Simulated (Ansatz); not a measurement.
## (ScN)3(CdO)1 [001] superlattice, started as rocksalt type: relaxing the cell for a phonon run: relaxation

Ansatz 0.2.0; DFT PBEsol, scalar-relativistic, plane waves, PAW.

The structure was built from a prototype and need not be the compound's stable phase.

Symmetry: P4/mmm, No. 123, tetragonal system. Conventional cell: a = 3.212 Å, b = 3.212 Å, c = 8.974 Å, α = 90.00°, β = 90.00°, γ = 90.00°. Cd has 4 O at 2.27 Å and 2 N at 2.33 Å nearest. N has 5 Sc at 2.16 to 2.27 Å and 1 Cd at 2.33 Å nearest. Nearest to N lie 6 Sc at 2.22 to 2.27 Å. Nearest to O lie 2 Sc at 2.27 Å and 4 Cd at 2.27 Å. Nearest to Sc lie 5 N at 2.22 to 2.27 Å and 1 O at 2.27 Å. Nearest to Sc lie 6 N at 2.16 to 2.27 Å. Farther neighbours and most contacts between anions are not listed.

The steps of the relaxation:

```csv
step,energy less that of the first step (eV),largest force component (eV/Å),pressure (GPa),volume (Å³)
1,0.0000,0.0126,-0.19,92.57
2,-0.0005,0.0048,0.03,92.47
3,-0.0005,0.0052,-0.01,92.49
4,-0.0005,0.0007,0.00,92.48
5*,-0.0003,0.0007,0.00,92.48
```

Relaxation steps marked * repeat the geometry before them on a plane-wave basis chosen anew for their cell, so energy and pressure can jump there.

Forces are held to the 16 operations that the run works with; a distortion that breaks them can't arise in this run.

```csv
"conventional cell, symmetrised",before,after,change
a (Å),3.212,3.208,-0.1 %
b (Å),3.212,3.208,-0.1 %
c (Å),8.974,8.984,+0.1 %
volume (Å³/atom),11.57,11.56,-0.1 %
```

This step gave:

| Property | Result |
| --- | --- |
| pressure | -5.29e-5 GPa |
| gap on the k-mesh | 0.2616 eV |
| volume per atom | 11.56 Å³ |
| direct gap on mesh | 0.2616 eV |

**Question.** Which input gives these results?

The system, level and task follow from the heading and the kind of results. Meshes, cutoffs and thresholds can't be read from the results; these are the ones that the run used.

Contents of input.yaml:

```yaml
crystal:
  lattice:
    - [2.2710365625, 2.2710365625, 0.0]
    - [-2.2710365625, 2.2710365625, 0.0]
    - [0.0, 0.0, 8.9741342854]
  atoms:
    - { symbol: Cd, position: [0.5, 0.5, 0.75] }
    - { symbol: "N", position: [0.5, 0.5, 0.0091030794] }
    - { symbol: "N", position: [0.0, 0.0, 0.25] }
    - { symbol: "N", position: [0.5, 0.5, 0.4908969206] }
    - { symbol: O, position: [0.0, 0.0, 0.75] }
    - { symbol: Sc, position: [0.0, 0.0, 0.0030395129] }
    - { symbol: Sc, position: [0.5, 0.5, 0.25] }
    - { symbol: Sc, position: [0.0, 0.0, 0.4969604871] }
kpoints:
  mp_grid: { grid: [10, 10, 4] }
hamiltonian:
  xc: pbesol
scf:
  occupations: { method: gaussian, width: 0.01 }
output:
  forces: true
  stress: true
  eigenvalues: true
relax:
  adjacent_minimum: "off"
  f_tol: 0.005
  max_steps: 80
  cell: { stress_tol: 0.05 }
```

Started as:

```
$ ansatz run input.yaml --threads 8 --pin off --max-ram 14336MiB --backend cpu --events-out ev --progress --plain --runs-dir out
```

[Logs are printed without paths, hosts, clocks, repeated set-up lines and the standing remarks that a program may print on its own settings, such as how far it seeks lower states.]

[Hosts, paths, dates, database ids (printed as entryN), source tags and the programs' standing remarks are cut or masked in the printed files.]
